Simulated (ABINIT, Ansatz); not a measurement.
# Hf (Hafnium): phonons by linear response, part 2 of 4

Aim: the phonon dispersion of Hf (Hafnium), checked by a second program.

ABINIT 10.8.3; DFT PBEsol, scalar-relativistic, plane waves, PseudoDojo norm-conserving pseudopotentials.

So far. Step 3 (Relaxing the cell and atoms): The volume changes by -3.0 % in this run and stands -3.0 % from the first cell. Step 4 (Self-consistent run for the response): The cell stands at -0.54 GPa: the relaxation ran with a smoothed and higher cutoff, and the difference is a stress of the finite basis. The relaxed cell has a = 3.163, c = 5.010 Å (conventional setting).

## Step 5: Linear response at Γ

At q = 0 one unit cell holds all displacements. The response is solved for single atoms along the cell's directions, and symmetry skips those that follow from others. The crystal is treated as a metal, which screens a static field, so no field response is asked.

dfpt_gamma.abi reads:

```

# common to the responses
getwfk_filepath "gso_WFK"
kptopt 2
nqpt 1
qpt 0.0 0.0 0.0
asr 0
chneut 0

# displacements
rfphon 1
rfatpol 1 2
rfdir 1 1 1
tolvrs 1.0d-10
prtwf 0
prtpot 1

# basis, mesh and filling
ecut 25.0
ngkpt 12 12 6
nshiftk 1
shiftk 0.0 0.0 0.0
istwfk *1
occopt 7
tsmear 0.01
nband 19
nstep 100
diemac 1000000.0
prtebands 0
prtgsr 0

# cell and atoms
acell 5.976362487 5.976362487 9.467776422
rprim 
    1.0 0.0 0.0
    -0.5 0.8660254038 0.0
    0.0 0.0 1.0
ntypat 1
znucl 72
natom 2
typat 1 1
xred 
    1/3 2/3 0.25
    2/3 1/3 0.75
pp_dirpath "./pseudo"
pseudos "Hf.upf"
```

On the command line:

```
> OMP_NUM_THREADS=1 mpirun -n 8 abinit dfpt_gamma.abi > dfpt_gamma.log
```

Numbers of over 12 decimals in the logs are rounded to 6 here.

dfpt_gamma.abo, the main output file:

```text
[banners, grids, parts of the stress and lines that vanish by symmetry left out]
- input  file    -> dfpt_gamma.abi
- output file    -> dfpt_gamma.abo
- root for input  files -> dfpt_gammai
- root for output files -> dfpt_gammao

 Symmetries : space group P6_3/m m c (#194); Bravais hP (primitive hexag.)
================================================================================
 Values of the parameters that define the memory need of the present run (RF).
     intxc =       0      iscf =       7    lmnmax =       8     lnmax =       8
     mgfft =      45  mpssoang =       4    mqgrid =    3001     natom =       2
  nloc_mem =       1    nspden =       1   nspinor =       1    nsppol =       1
      nsym =      24    n1xccc =    2501    ntypat =       1    occopt =       7
   xclevel =       2
-    mband =          19        mffmem =           1         mkmem =          55
-   mkqmem =          55        mk1mem =          55           mpw =        1785
      nfft =       40500          nkpt =         436
- my_mband =          19
================================================================================
================================================================================

--------------------------------------------------------------------------------
------------- Echo of variables that govern the present computation ------------
--------------------------------------------------------------------------------
-
- outvars: echo of selected default values
-   iomode0 =  0 , fftalg0 =312 , wfoptalg0 =  0
-
- outvars: echo of global parameters not present in the input file
-  max_nthreads =    1
-
 -outvars: echo values of preprocessed input variables
 [... echo left out ...]
================================================================================

 chkinp: Checking input parameters for consistency.

[...]
== DATASET  1 ==================================================================
-   mpi_nproc: 8, omp_nthreads: 1 (-1 if OMP is not activated)

--- !DatasetInfo
iteration_state: {dtset: 1, }
dimensions: {natom: 2, nkpt: 436, mband: 19, nsppol: 1, nspinor: 1, nspden: 1, mpw: 1785, }
cutoff_energies: {ecut:  25.0, pawecutdg:  -1.0, }
electrons: {nelect:   2.40000000E+01, charge:   0.00000000E+00, occopt:   7.00000000E+00, tsmear:   1.00000000E-02, }
meta: {optdriver: 1, rfphon: 1, }
...

 mkfilename: getwfk from: gso_WFK

 Real(R)+Recip(G) space primitive vectors, cartesian coordinates (Bohr,Bohr^-1):
 R(1)=  5.9763625  0.0000000  0.0000000  G(1)=  0.1673259  0.0966056  0.0000000
 R(2)= -2.9881812  5.1756817  0.0000000  G(2)=  0.0000000  0.1932113  0.0000000
 R(3)=  0.0000000  0.0000000  9.4677764  G(3)=  0.0000000  0.0000000  0.1056214
 Unit cell volume ucvol=  2.9285489E+02 bohr^3
 Angles (23,13,12)=  9.00000000E+01  9.00000000E+01  1.20000000E+02 degrees
 setup1 : take into account q-point for computing boxcut.

 getcut: wavevector=  0.0000  0.0000  0.0000  ngfft=  30  30  45
         ecut(hartree)=     25.000   => boxcut(ratio)=   2.06476

--- Pseudopotential description ------------------------------------------------
- pspini: atom type   1  psp file is ./pseudo/Hf.upf

   1.05555876E+03                                ecore*ucvol(ha*bohr**3)
--------------------------------------------------------------------------------

 ==>  initialize data related to q vector <==

 The list of irreducible perturbations for this q vector is:
    1)    idir= 1    ipert=   1
    2)    idir= 3    ipert=   1

[...]
The perturbation idir=   2  ipert=   1 is
 symmetric of a previously calculated perturbation.
 So, its SCF calculation is not needed.

 The perturbation idir=   1  ipert=   2 is
 symmetric of a previously calculated perturbation.
 So, its SCF calculation is not needed.

 The perturbation idir=   2  ipert=   2 is
 symmetric of a previously calculated perturbation.
 So, its SCF calculation is not needed.

 The perturbation idir=   3  ipert=   2 is
 symmetric of a previously calculated perturbation.
 So, its SCF calculation is not needed.

--------------------------------------------------------------------------------
 Perturbation wavevector (in red.coord.)   0.000000  0.000000  0.000000
 Perturbation : displacement of atom   1   along direction   1
 Found     2 symmetries that leave the perturbation invariant.

[...]
dfpt_looppert : total number of electrons, from k and k+q
  fully or partially occupied states are    2.400000E+01 and    2.400000E+01.
 Initialisation of the first-order wave-functions :
  ireadwf=   0

--- !BeginCycle
iteration_state: {dtset: 1, }
solver: {iscf: 7, nstep: 100, nline: 4, wfoptalg: 0, }
tolerances: {tolvrs: 1.00E-10, }
...

     iter   2DEtotal(Ha)        deltaE(Ha) residm    vres2
-ETOT  1   1.080955     -1.219E+03 3.009E+00 1.175E+02
 ETOT  2  0.674208     -4.067E-01 4.701E+00 3.992E+00
 ETOT  3  0.670590     -3.617E-03 5.464E-02 1.521E-01
 ETOT  4  0.670503     -8.717E-05 5.103E-01 6.466E-03
 ETOT  5  0.670505      1.746E-06 4.374E-02 1.478E-02
[...]
At SCF step    9       vres2   =  1.46E-11 < tolvrs=  1.00E-10 =>converged.
[...]
Mean square residual over all n,k,spin=   26.197E-06; max=  29.222E-03

 Thirteen components of 2nd-order total energy (hartree) are
 1,2,3: 0th-order hamiltonian combined with 1st-order wavefunctions
     kin0=   8.47876785E+02 eigvalue=   1.30874057E+02  local=  -5.59202699E+02
 4,5,6: 1st-order hamiltonian combined with 1st and 0th-order wfs
 loc psp =  -1.65737643E+03  Hartree=   3.79530374E+02     xc=  -8.27065160E+01
 note that "loc psp" includes a xc core correction that could be resolved
 7,8,9: eventually, occupation + non-local contributions
    edocc=   1.97037002E+02     enl0=   3.05505484E+02   enl1=  -7.80452546E+02
 1-9 gives the relaxation energy (to be shifted if some occ is /=2.0)
   erelax=  -1.21891449E+03
 10,11,12 Non-relaxation  contributions : frozen-wavefunctions and Ewald
 fr.local=   7.78529474E+02 fr.nonlo=   3.89967154E+02  Ewald=   1.16036347E+01
 13,14 Frozen wf xc core corrections (1) and (2)
 frxc 1  =  -1.57564690E+02  frxc 2 =   1.97049414E+02
 Resulting in :
 2DEtotal=    0.6705013275E+00 Ha. Also 2DEtotal=    0.182452706020E+02 eV
    (2DErelax=   -1.2189144855E+03 Ha. 2DEnonrelax=    1.2195849868E+03 Ha)
    (  non-var. 2DEtotal :    6.7050105611E-01 Ha)

[...]
Perturbation wavevector (in red.coord.)   0.000000  0.000000  0.000000
 Perturbation : displacement of atom   1   along direction   3
 Found     6 symmetries that leave the perturbation invariant.

--------------------------------------------------------------------------------

--------------------------------------------------------------------------------

 dfpt_looppert : total number of electrons, from k and k+q
  fully or partially occupied states are    2.400000E+01 and    2.400000E+01.
 Initialisation of the first-order wave-functions :
  ireadwf=   0

--- !BeginCycle
iteration_state: {dtset: 1, }
solver: {iscf: 7, nstep: 100, nline: 4, wfoptalg: 0, }
tolerances: {tolvrs: 1.00E-10, }
...

     iter   2DEtotal(Ha)        deltaE(Ha) residm    vres2
-ETOT  1   15.366418331321     -3.485E+03 5.463E+00 5.096E+04
[...]
ETOT  9   3.567540     -1.764E-10 4.235E-01 8.816E-10
 ETOT 10   3.567540      2.728E-12 4.614E+00 1.122E-11

 At SCF step   10       vres2   =  1.12E-11 < tolvrs=  1.00E-10 =>converged.
[...]
Mean square residual over all n,k,spin=   29.435E-04; max=  46.136E-01

 Thirteen components of 2nd-order total energy (hartree) are
 1,2,3: 0th-order hamiltonian combined with 1st-order wavefunctions
     kin0=   2.20124925E+03 eigvalue=   3.27642734E+02  local=  -1.45457604E+03
 4,5,6: 1st-order hamiltonian combined with 1st and 0th-order wfs
 loc psp =  -5.06690345E+03  Hartree=   1.39625716E+03     xc=  -2.16067639E+02
 note that "loc psp" includes a xc core correction that could be resolved
 7,8,9: eventually, occupation + non-local contributions
    edocc=   4.71822172E+02     enl0=   7.70470465E+02   enl1=  -1.92669274E+03
 1-9 gives the relaxation energy (to be shifted if some occ is /=2.0)
   erelax=  -3.49679810E+03
 10,11,12 Non-relaxation  contributions : frozen-wavefunctions and Ewald
 fr.local=   1.93807203E+03 fr.nonlo=   9.67033462E+02  Ewald=   4.95636894E+02
 13,14 Frozen wf xc core corrections (1) and (2)
 frxc 1  =  -3.95731394E+02  frxc 2 =   4.95354650E+02
 Resulting in :
 2DEtotal=    0.3567539723E+01 Ha. Also 2DEtotal=    0.970777013501E+02 eV
    (2DErelax=   -3.4967980997E+03 Ha. 2DEnonrelax=    3.5003656394E+03 Ha)
    (  non-var. 2DEtotal :    3.5675403702E+00 Ha)

[...]
---- first-order wavefunction calculations are completed ----

 ==> Compute Derivative Database <==

 [... matrices left out ...]
  Phonon wavevector (reduced coordinates) :  0.00000  0.00000  0.00000
 Phonon energies in Hartree :
  -7.207270E-06 -7.207270E-06  9.948387E-06  3.397243E-04  3.397243E-04
   4.945117E-04
 Phonon frequencies in cm-1    :
- -1.581813E+00 -1.581813E+00  2.183419E+00  7.456086E+01  7.456086E+01
-  1.085328E+02

== END DATASET(S) ==============================================================
================================================================================

 -outvars: echo values of variables after computation
            acell      5.9763624870E+00  5.9763624870E+00  9.4677764220E+00 Bohr
           etotal      3.5675397230E+00
            fcart      0.0000000000E+00  0.0000000000E+00  0.0000000000E+00
           strten      0.0000000000E+00  0.0000000000E+00  0.0000000000E+00
================================================================================
```

It took 52 s on 8 MPI ranks of Arm Neoverse V2, shared host; 6.9 min of CPU time.

Numbers from this step:

- largest acoustic frequency at the zone centre before the sum rule: 2.18 cm⁻¹
- highest optical zone-centre mode (no LO-TO term): 108.5 cm⁻¹
- lowest optical zone-centre mode: 74.56 cm⁻¹

The acoustic modes at Γ come out as far as 2.2 cm⁻¹ from zero, where they should vanish, a small numerical error.

## Step 6: Linear response on the mesh

Linear response treats each wavevector of the 3×3×2 mesh in the unit cell; the first-order potentials are kept for the electron-phonon matrix elements.

dfpt_q.abi reads:

```
ndtset 5

# wavevectors
qpt1 0.3333333333 0.0 0.0
qpt2 0.3333333333 0.3333333333 0.0
qpt3 0.0 0.0 0.5
qpt4 0.3333333333 0.0 0.5
qpt5 0.3333333333 0.3333333333 0.5

# displacements
getwfk_filepath "gso_WFK"
getwfq_filepath "gso_WFK"
kptopt 3
nqpt 1
rfphon 1
rfatpol 1 2
rfdir 1 1 1
tolvrs 1.0d-10
prtwf 0
prtpot 1

# basis, mesh and filling
ecut 25.0
ngkpt 12 12 6
nshiftk 1
shiftk 0.0 0.0 0.0
istwfk *1
occopt 7
tsmear 0.01
nband 19
nstep 100
diemac 1000000.0
prtebands 0
prtgsr 0

# cell and atoms
acell 5.976362487 5.976362487 9.467776422
rprim 
    1.0 0.0 0.0
    -0.5 0.8660254038 0.0
    0.0 0.0 1.0
ntypat 1
znucl 72
natom 2
typat 1 1
xred 
    1/3 2/3 0.25
    2/3 1/3 0.75
pp_dirpath "./pseudo"
pseudos "Hf.upf"
```

On the command line:

```
> OMP_NUM_THREADS=1 mpirun -n 8 abinit dfpt_q.abi > dfpt_q.log
```

dfpt_q.abo, the main output file:

```text
[banners, grids, parts of the stress and lines that vanish by symmetry left out]
- input  file    -> dfpt_q.abi
- output file    -> dfpt_q.abo
- root for input  files -> dfpt_qi
[...]
DATASET    1 : space group P6_3/m m c (#194); Bravais hP (primitive hexag.)
[...]
nfft =       40500          nkpt =         864
[...]
DATASET    2 : space group P6_3/m m c (#194); Bravais hP (primitive hexag.)
[...]
nfft =       40500          nkpt =         864
[...]
DATASET    3 : space group P6_3/m m c (#194); Bravais hP (primitive hexag.)
[...]
nfft =       40500          nkpt =         864
[...]
DATASET    4 : space group P6_3/m m c (#194); Bravais hP (primitive hexag.)
[...]
nfft =       40500          nkpt =         864
[...]
DATASET    5 : space group P6_3/m m c (#194); Bravais hP (primitive hexag.)
[...]
nfft =       40500          nkpt =         864
[...]
== DATASET  1 ==================================================================
[...]
cutoff_energies: {ecut:  25.0, pawecutdg:  -1.0, }
[...]
Perturbation : displacement of atom   1   along direction   1
[...]
-ETOT  1   16.420314580557     -1.412E+03 3.176E+00 1.332E+05
 ETOT  2   27.151488928853      1.073E+01 2.146E+01 2.457E+05
 ETOT  3   3.372965     -2.378E+01 9.593E-01 1.835E+03
 ETOT  4   3.184261     -1.887E-01 1.324E+01 6.689E+01
 ETOT  5   3.162353     -2.191E-02 1.911E+00 1.448E+00
[...]
At SCF step   13       vres2   =  9.74E-13 < tolvrs=  1.00E-10 =>converged.
[...]
Perturbation : displacement of atom   1   along direction   2
[...]
-ETOT  1   2.321750     -1.243E+03 3.151E+00 9.160E+01
[...]
At SCF step   10       vres2   =  8.63E-11 < tolvrs=  1.00E-10 =>converged.
[...]
Perturbation : displacement of atom   1   along direction   3
[...]
-ETOT  1   10.946028430334     -3.300E+03 5.500E+00 1.580E+04
[...]
At SCF step   12       vres2   =  1.69E-11 < tolvrs=  1.00E-10 =>converged.
[...]
Phonon wavevector (reduced coordinates) :  0.33333  0.00000  0.00000
 Phonon energies in Hartree :
[...]
Phonon frequencies in cm-1    :
-  5.415497E+01  6.278459E+01  1.121945E+02  1.143029E+02  1.184786E+02
-  1.305141E+02
[...]
== DATASET  2 ==================================================================
[...]
cutoff_energies: {ecut:  25.0, pawecutdg:  -1.0, }
[...]
Perturbation : displacement of atom   1   along direction   1
[...]
-ETOT  1   9.660939     -1.374E+03 3.063E+00 2.137E+04
[...]
At SCF step   10       vres2   =  4.85E-11 < tolvrs=  1.00E-10 =>converged.
[...]
Perturbation : displacement of atom   1   along direction   3
[...]
-ETOT  1   8.207104     -3.224E+03 5.503E+00 2.821E+03
[...]
Phonon wavevector (reduced coordinates) :  0.33333  0.33333  0.00000
 Phonon energies in Hartree :
[...]
Phonon frequencies in cm-1    :
-  1.002161E+02  1.002161E+02  1.103328E+02  1.103328E+02  1.137576E+02
-  1.548227E+02
[...]
== DATASET  3 ==================================================================
[...]
cutoff_energies: {ecut:  25.0, pawecutdg:  -1.0, }
[...]
Perturbation : displacement of atom   1   along direction   1
[...]
-ETOT  1   1.080886     -1.218E+03 3.114E+00 1.029E+02
[...]
Perturbation : displacement of atom   1   along direction   3
[...]
-ETOT  1   150.43438003551     -3.905E+03 5.513E+00 2.272E+06
[...]
Phonon wavevector (reduced coordinates) :  0.00000  0.00000  0.50000
 Phonon energies in Hartree :
[...]
Phonon frequencies in cm-1    :
-  5.288698E+01  5.288698E+01  5.288698E+01  5.288698E+01  1.075939E+02
-  1.075939E+02
[...]
== DATASET  4 ==================================================================
[...]
cutoff_energies: {ecut:  25.0, pawecutdg:  -1.0, }
[...]
Perturbation : displacement of atom   1   along direction   1
[...]
-ETOT  1   11.526156170952     -1.389E+03 2.203E+00 5.593E+04
[...]
Perturbation : displacement of atom   1   along direction   2
[...]
-ETOT  1   2.320783     -1.243E+03 2.188E+00 7.273E+01
[...]
Perturbation : displacement of atom   1   along direction   3
[...]
-ETOT  1   29.851872901652     -3.378E+03 5.514E+00 1.292E+05
[...]
Phonon wavevector (reduced coordinates) :  0.33333  0.00000  0.50000
 Phonon energies in Hartree :
[...]
Phonon frequencies in cm-1    :
-  8.955017E+01  8.955017E+01  9.183753E+01  9.183857E+01  1.395601E+02
-  1.395608E+02
[...]
== DATASET  5 ==================================================================
[...]
cutoff_energies: {ecut:  25.0, pawecutdg:  -1.0, }
[...]
Perturbation : displacement of atom   1   along direction   1
[...]
-ETOT  1   5.909417     -1.372E+03 3.163E+00 8.243E+03
[...]
At SCF step   11       vres2   =  6.45E-11 < tolvrs=  1.00E-10 =>converged.
[...]
Perturbation : displacement of atom   1   along direction   3
[...]
-ETOT  1   12.095314726859     -3.249E+03 5.495E+00 6.744E+03
[...]
ETOT 10   9.333942      8.959E-11 1.604E+01 4.736E-09
 ETOT 11   9.333942     -4.729E-11 3.503E+00 3.769E-12
 At SCF step   11       vres2   =  3.77E-12 < tolvrs=  1.00E-10 =>converged.
[...]
Phonon wavevector (reduced coordinates) :  0.33333  0.33333  0.50000
 Phonon energies in Hartree :
[...]
Phonon frequencies in cm-1    :
-  5.573246E+01  5.573246E+01  1.361732E+02  1.361732E+02  1.443963E+02
-  1.443963E+02
[...]
strten3     0.0000000000E+00  0.0000000000E+00  0.0000000000E+00
           
================================================================================
```

Run time: 20 min. Hardware: 8 MPI ranks.

This step gave:

| Quantity | Value |
| --- | --- |
| lowest mode on the q mesh (acoustic ones at the zone centre apart) | 52.89 cm⁻¹ |

Frequencies (cm⁻¹) before the sum rule at the irreducible wavevectors but Γ, which is solved apart; negative means imaginary. Frequencies by wavevector:

```tsv
q (fractions)	star	mode 1	mode 2	mode 3	mode 4	mode 5	mode 6
0.3333 0 0	6	54.15	62.78	112.2	114.3	118.5	130.5
0.3333 0.3333 0	2	100.2	100.2	110.3	110.3	113.8	154.8
0 0 0.5	1	52.89	52.89	52.89	52.89	107.6	107.6
0.3333 0 0.5	6	89.55	89.55	91.84	91.84	139.6	139.6
0.3333 0.3333 0.5	2	55.73	55.73	136.2	136.2	144.4	144.4
```

(Continued in part 3 of 4.)

[Host names and launcher messages were left out of these logs when they were recorded.]

[Logs are printed without paths, hosts, clocks, repeated set-up lines and the standing remarks that a program may print on its own settings, such as how far it seeks lower states.]

[Hosts, paths, dates, database ids (printed as entryN), source tags and the programs' standing remarks are cut or masked in the printed files.]
